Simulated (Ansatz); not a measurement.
# InAs wire along [100], 14 atoms a period, H-terminated: bands under strain, part 3 of 3

What gap, if any, does the InAs wire along [100], 14 atoms a period, H-terminated have, and how does it change under strain?

Ansatz 0.2.0; DFT PBE, plane waves, PAW; relaxation of a wire's period (the session's first sound run).

So far, band gap (eV): step 3 (the wire at its relaxed period) 2.56; step 4 (relaxing the atoms, period over the relaxed period 0.96, k-mesh …) 2.58; step 5 (relaxing the atoms, period over the relaxed period 0.98, k-mesh …) 2.57.

## (6) Strain along the wire, period over the relaxed period 1.02, k-mesh 1×1×10

Level of this step: DFT PBE, plane waves, PAW; relaxation at a fixed period (Ansatz).

The period is set to 1.02 times the relaxed one and the atoms relax within it: strain changes bond lengths and angles, which shifts the bands against each other. Against the first PBE run of this kind, the mesh along the wire has 10 points against 13.

The cell differs from the one that the last finished run ended in (c 6.195 → 6.448 Å).

input.yaml reads:

```yaml
crystal:
  lattice:
    - [16.46, 0.0, 0.0]
    - [0.0, 16.46, 0.0]
    - [0.0, 0.0, 6.4482071414]
  atoms:
    - { symbol: In, position: [0.258786242, 0.665887139, 0.922683695] }
    - { symbol: In, position: [0.450864336, 0.45846873, 0.005599332] }
    - { symbol: In, position: [0.644894958, 0.65222836, 0.052495147] }
    - { symbol: H, position: [0.321015943, 0.319057771, 0.129677603] }
    - { symbol: H, position: [0.418443022, 0.785797528, 0.168389291] }
    - { symbol: H, position: [0.177826535, 0.625840667, 0.061716477] }
    - { symbol: H, position: [0.706198419, 0.721001757, 0.186599544] }
    - { symbol: As, position: [0.37204609, 0.368168482, 0.285538491] }
    - { symbol: As, position: [0.3588014, 0.721899983, 0.247208621] }
    - { symbol: As, position: [0.550665828, 0.548383318, 0.255542549] }
    - { symbol: H, position: [0.200315861, 0.508114141, 0.365582004] }
    - { symbol: H, position: [0.544037264, 0.224260953, 0.305555245] }
    - { symbol: H, position: [0.718679214, 0.400218602, 0.354101008] }
    - { symbol: H, position: [0.313823508, 0.77778198, 0.398761573] }
    - { symbol: In, position: [0.25780147, 0.444624307, 0.525629425] }
    - { symbol: In, position: [0.466125411, 0.254412778, 0.473965721] }
    - { symbol: In, position: [0.447786003, 0.62734078, 0.504981836] }
    - { symbol: In, position: [0.642158666, 0.449486675, 0.493995852] }
    - { symbol: H, position: [0.603894199, 0.772570207, 0.613086448] }
    - { symbol: H, position: [0.785338154, 0.601691594, 0.663357612] }
    - { symbol: H, position: [0.224197753, 0.371883174, 0.704467138] }
    - { symbol: H, position: [0.405106748, 0.193574049, 0.631507321] }
    - { symbol: As, position: [0.353354914, 0.547099791, 0.761892222] }
    - { symbol: As, position: [0.538353806, 0.368314718, 0.732862121] }
    - { symbol: As, position: [0.548593019, 0.721001347, 0.75178178] }
    - { symbol: As, position: [0.719197177, 0.552765768, 0.773473555] }
    - { symbol: H, position: [0.259867164, 0.747105572, 0.746479955] }
    - { symbol: H, position: [0.502727691, 0.791816224, 0.849904733] }
    - { symbol: H, position: [0.597126977, 0.322960159, 0.877487167] }
    - { symbol: H, position: [0.776761006, 0.50134814, 0.905676534] }
kpoints:
  mp_grid: { grid: [1, 1, 10] }
  band_path: { path: ["Γ", Z], npoints: 90 }
scf:
  occupations: { method: fermi_dirac, width: 0.05 }
hamiltonian:
  xc: pbe
relax:
  max_steps: 40
  f_tol: 0.02
output:
  stress: true
```

Launch:

```
ansatz run input.yaml --threads 4 --pin off --max-ram 16384MiB --backend cpu --events-out ev --progress --plain --runs-dir out
```

Numbers of over 12 decimals in the logs are rounded to 6 here.

The program printed:

```text
[...]
Crystal: 30 atoms, lattice volume = 1747.023 Å³
Basis set: ecut = 420 eV, 34229 PW (Γ), exchange–correlation on 240×240×90 points (8 copies of the dense FFT grid, shifted against one another)
Bands: 136, of which v1, the nominal top of the filled ones, is band 106 counted from 1 (105 counted from 0)
Symmetry: 1 space group operations
[...]
- { symbol: As, position: [0.354775, 0.546680, 0.761778] }
    - { symbol: As, position: [0.537497, 0.369552, 0.732119] }
    - { symbol: As, position: [0.547906, 0.719413, 0.751836] }
    - { symbol: As, position: [0.717036, 0.552696, 0.773487] }
    - { symbol: H, position: [0.262752, 0.747494, 0.753970] }
    - { symbol: H, position: [0.501055, 0.789992, 0.846038] }
    - { symbol: H, position: [0.597429, 0.323412, 0.869116] }
    - { symbol: H, position: [0.774354, 0.500253, 0.901052] }
[key lines of the parts left out:]
SCF converged after 6 iterations
Free energy (F): -73428.556705 eV
Fermi energy:    -1.434982 eV
P = ⅓ Tr σ = -0.0371 GPa (-0.371 kbar)
```

Elapsed: 12 min, on 4 threads of Arm Neoverse V1, shared host; peak memory 12 GiB; 49 min of CPU time.

The steps of the relaxation:

```csv
step,energy less that of the first step (eV),largest force component (eV/Å)
1,0.0000,0.1673
2,-0.0125,0.1909
3,-0.0350,0.0472
4,-0.0359,0.0086
```

The atoms that moved most (Å):

```csv
atom,dx,dy,dz,length
H11,0.039,0.052,0.028,0.071
H27,0.047,0.006,0.048,0.068
H12,0.023,0.041,0.045,0.065
H21,0.018,0.001,-0.062,0.065
H7,-0.022,0.002,-0.053,0.058
H29,0.005,0.007,-0.054,0.055
H22,-0.017,0.031,-0.040,0.053
H13,-0.005,0.002,0.053,0.053
```

Final coordinates:

```cif
data_structure
_symmetry_space_group_name_H-M 'P 1'
_symmetry_Int_Tables_number 1
_cell_length_a 16.4600
_cell_length_b 16.4600
_cell_length_c 6.4482
_cell_angle_alpha 90.000
_cell_angle_beta 90.000
_cell_angle_gamma 90.000
_cell_volume 1747.02
loop_
_atom_site_label
_atom_site_type_symbol
_atom_site_fract_x
_atom_site_fract_y
_atom_site_fract_z
_atom_site_occupancy
In1 In 0.26072 0.66508 0.92285 1
In2 In 0.45125 0.45857 0.00595 1
In3 In 0.64338 0.65139 0.05079 1
H4 H 0.32070 0.31950 0.13751 1
H5 H 0.41891 0.78349 0.17347 1
H6 H 0.17949 0.62436 0.05671 1
H7 H 0.70486 0.72113 0.17832 1
As8 As 0.37291 0.36976 0.28519 1
As9 As 0.35873 0.71970 0.24876 1
As10 As 0.55018 0.54810 0.25599 1
H11 H 0.20269 0.51127 0.36991 1
H12 H 0.54545 0.22675 0.31260 1
H13 H 0.71837 0.40033 0.36231 1
H14 H 0.31258 0.77615 0.39364 1
In15 In 0.25936 0.44609 0.52426 1
In16 In 0.46627 0.25627 0.47420 1
In17 In 0.44792 0.62648 0.50482 1
In18 In 0.64109 0.45023 0.49512 1
H19 H 0.60432 0.77144 0.61996 1
H20 H 0.78345 0.60215 0.66818 1
H21 H 0.22529 0.37192 0.69478 1
H22 H 0.40405 0.19545 0.62529 1
As23 As 0.35478 0.54668 0.76178 1
As24 As 0.53750 0.36955 0.73212 1
As25 As 0.54791 0.71941 0.75184 1
As26 As 0.71704 0.55270 0.77349 1
H27 H 0.26275 0.74749 0.75397 1
H28 H 0.50105 0.78999 0.84604 1
H29 H 0.59743 0.32341 0.86912 1
H30 H 0.77435 0.50025 0.90105 1
```

The gap is 2.52 eV, against 2.56 eV under PBE at the relaxed period.

## (7) Strain along the wire, period over the relaxed period 1.04, k-mesh 1×1×10

The period is set to 1.04 times the relaxed one and the atoms relax within it: strain changes bond lengths and angles, which shifts the bands against each other. Against the first PBE run of this kind, the mesh along the wire has 10 points against 13.

The cell differs from the one that the last finished run ended in (c 6.448 → 6.575 Å).

input.yaml: that of step 6 with these lines changed.

```diff
@@ -4,3 +4,3 @@
     - [0.0, 16.46, 0.0]
-    - [0.0, 0.0, 6.4482071414]
+    - [0.0, 0.0, 6.5746425755]
   atoms:
```

The program printed:

```text
[...]
Crystal: 30 atoms, lattice volume = 1781.278 Å³
Basis set: ecut = 420 eV, 34781 PW (Γ), exchange–correlation on 240×240×90 points (8 copies of the dense FFT grid, shifted against one another)
Bands: 136, of which v1, the nominal top of the filled ones, is band 106 counted from 1 (105 counted from 0)
Symmetry: 1 space group operations
[...]
- { symbol: As, position: [0.356832, 0.544343, 0.763158] }
    - { symbol: As, position: [0.538173, 0.369979, 0.731635] }
    - { symbol: As, position: [0.545309, 0.717362, 0.755553] }
    - { symbol: As, position: [0.714542, 0.553298, 0.776797] }
    - { symbol: H, position: [0.274312, 0.749321, 0.760025] }
    - { symbol: H, position: [0.493754, 0.784834, 0.847114] }
    - { symbol: H, position: [0.599094, 0.322588, 0.860446] }
    - { symbol: H, position: [0.769237, 0.498228, 0.902479] }
[key lines of the parts left out:]
SCF converged after 7 iterations
Free energy (F): -73428.532437 eV
Fermi energy:    -1.517191 eV
P = ⅓ Tr σ = -0.0601 GPa (-0.601 kbar)
```

Elapsed: 16 min, on 4 threads; peak memory 12 GiB.

The steps of the relaxation:

```csv
step,energy less that of the first step (eV),largest force component (eV/Å)
1,0.0000,0.3240
2,-0.0319,0.4630
3,-0.1330,0.1258
4,-0.1372,0.0225
5,-0.1372,0.0300
6,-0.1372,0.0227
7,-0.1372,0.0298
8,-0.1388,0.0120
9,-0.1395,0.0138
10,-0.1402,0.0168
11,-0.1411,0.0200
```

Relaxation steps 5, 7 were tried and not accepted.

The atoms that moved most (Å):

```csv
atom,dx,dy,dz,length
H11,0.166,0.199,0.003,0.260
H27,0.238,0.036,0.089,0.256
H21,-0.070,0.038,-0.223,0.237
H28,-0.148,-0.115,-0.018,0.188
H6,0.009,0.023,-0.185,0.186
H19,-0.052,0.012,0.136,0.146
H5,-0.002,-0.103,0.093,0.139
H14,-0.063,-0.110,-0.052,0.137
```

The relaxed structure:

```xyz
30
Lattice="16.4600 0.0000 0.0000 0.0000 16.4600 0.0000 0.0000 0.0000 6.5746" Properties=species:S:1:pos:R:3
In    4.3599   10.9469    6.0402
In    7.4505    7.5195    0.0384
In   10.5495   10.7106    0.3456
H     5.2835    5.2527    0.9568
H     6.8852   12.8315    1.2001
H     2.9360   10.3240    0.2211
H    11.5542   11.8844    1.1394
As    6.1558    6.1078    1.8727
As    5.8961   11.7670    1.6584
As    9.0495    8.9990    1.6878
H     3.4635    8.5630    2.4063
H     9.0147    3.7791    2.0952
H    11.8477    6.6069    2.4519
H     5.1029   12.6922    2.5696
In    4.2934    7.4020    3.3998
In    7.6873    4.2511    3.1142
In    7.3813   10.2707    3.3320
In   10.5513    7.4313    3.2673
H     9.8886   12.7287    4.1670
H    12.8951    9.9118    4.4834
H     3.6200    6.1595    4.4085
H     6.6524    3.2352    4.0610
As    5.8735    8.9599    5.0175
As    8.8583    6.0899    4.8102
As    8.9758   11.8078    4.9675
As   11.7614    9.1073    5.1072
H     4.5152   12.3338    4.9969
H     8.1272   12.9184    5.5695
H     9.8611    5.3098    5.6571
H    12.6616    8.2008    5.9335
```

The electronic bands at the labelled points (eV, zero at the Fermi level; v1 is the highest filled band, c1 the lowest empty one):

```csv
point,v4,v3,v2,v1,c1,c2,c3,c4
Γ,-1.59,-1.43,-1.34,-1.25,1.23,1.79,2.03,2.25
halfway,-1.62,-1.48,-1.39,-1.32,1.33,1.58,1.84,2.15
Z,-1.71,-1.55,-1.48,-1.46,1.44,1.46,1.66,1.80
```

The gap is 2.48 eV, against 2.56 eV under PBE at the relaxed period.

## (8) At a strained period, period over the relaxed period 1.06, k-mesh 1×1×9

The period is set to 1.06 times the relaxed one and the atoms relax within it: strain changes bond lengths and angles, which shifts the bands against each other. Against the first PBE run of this kind, the mesh along the wire has 9 points against 13.

The cell differs from the one that the last finished run ended in (c 6.575 → 6.701 Å).

input.yaml: that of step 7 with these lines changed.

```diff
@@ -4,3 +4,3 @@
     - [0.0, 16.46, 0.0]
-    - [0.0, 0.0, 6.5746425755]
+    - [0.0, 0.0, 6.7010780097]
   atoms:
@@ -37,3 +37,3 @@
 kpoints:
-  mp_grid: { grid: [1, 1, 10] }
+  mp_grid: { grid: [1, 1, 9] }
   band_path: { path: ["Γ", Z], npoints: 90 }
```

The program printed:

```text
[...]
Crystal: 30 atoms, lattice volume = 1815.534 Å³
Basis set: ecut = 420 eV, 35583 PW (Γ), exchange–correlation on 240×240×90 points (8 copies of the dense FFT grid, shifted against one another)
Bands: 136, of which v1, the nominal top of the filled ones, is band 106 counted from 1 (105 counted from 0)
Symmetry: 1 space group operations
[...]
- { symbol: As, position: [0.358866, 0.542481, 0.763364] }
    - { symbol: As, position: [0.538770, 0.370655, 0.731194] }
    - { symbol: As, position: [0.542961, 0.715365, 0.758147] }
    - { symbol: As, position: [0.713021, 0.553451, 0.776505] }
    - { symbol: H, position: [0.283444, 0.750453, 0.766415] }
    - { symbol: H, position: [0.487179, 0.778511, 0.851182] }
    - { symbol: H, position: [0.600757, 0.322226, 0.852103] }
    - { symbol: H, position: [0.767563, 0.497570, 0.897800] }
[key lines of the parts left out:]
SCF converged after 7 iterations
Free energy (F): -73428.490211 eV
Fermi energy:    -1.593769 eV
P = ⅓ Tr σ = -0.0842 GPa (-0.842 kbar)
```

It took 17 min on 4 threads; peak memory 12 GiB.

Electronic bands along the path, in eV, zero at the Fermi level; v1 is the highest filled band, c1 the lowest empty one:

```csv
point,v4,v3,v2,v1,c1,c2,c3,c4
Γ,-1.57,-1.42,-1.33,-1.22,1.21,1.82,2.02,2.26
halfway,-1.60,-1.48,-1.37,-1.29,1.31,1.58,1.82,2.16
Z,-1.70,-1.51,-1.48,-1.44,1.42,1.44,1.65,1.79
```

The gap is 2.43 eV, against 2.56 eV under PBE at the relaxed period.

## (9) Side by side

Times are for 4 threads of Arm Neoverse V1, shared host. Results by setting:

```csv
no.,period over the relaxed period,k-mesh,free energy less the lowest (eV),pressure (GPa),band gap (eV),time,memory (GiB)
1,0.96,1×1×10,0.02769,0.04663,2.576,14 min,11
2,0.98,1×1×10,0.002923,0.02861,2.574,12 min,11
3,1.02,1×1×10,0,-0.03707,2.522,12 min,12
4,1.04,1×1×10,0.02427,-0.06013,2.485,16 min,12
5,1.06,1×1×9,0.06649,-0.08415,2.431,17 min,12
```

## (10) Outcome

```yaml
cell_length_pbe: 6.322 Å
gap_pbe: 2.56 eV
gap_period_scaled_by_0p96: 2.58 eV
gap_period_scaled_by_0p98: 2.57 eV
gap_period_scaled_by_1p02: 2.52 eV
gap_period_scaled_by_1p04: 2.48 eV
gap_period_scaled_by_1p06: 2.43 eV
```

**Reading.** Under PBE the cell's length is 6.32 Å, and a gap of 2.56 eV makes it a semiconductor. Strain matters: under PBE the gap goes from 2.56 eV to 2.58 eV at 0.96 times the period, 2.57 eV at 0.98 times the period, 2.52 eV at 1.02 times the period, 2.48 eV at 1.04 times the period and 2.43 eV at 1.06 times the period. Plain hydrogen on a compound's surface is a simple closure: it may leave surface states, and facets that end in unlike atoms put a field across the wire, both of which shrink the gap.

[Logs are printed without paths, hosts, clocks, repeated set-up lines and the standing remarks that a program may print on its own settings, such as how far it seeks lower states.]

[Hosts, paths, dates, database ids (printed as entryN), source tags and the programs' standing remarks are cut or masked in the printed files.]
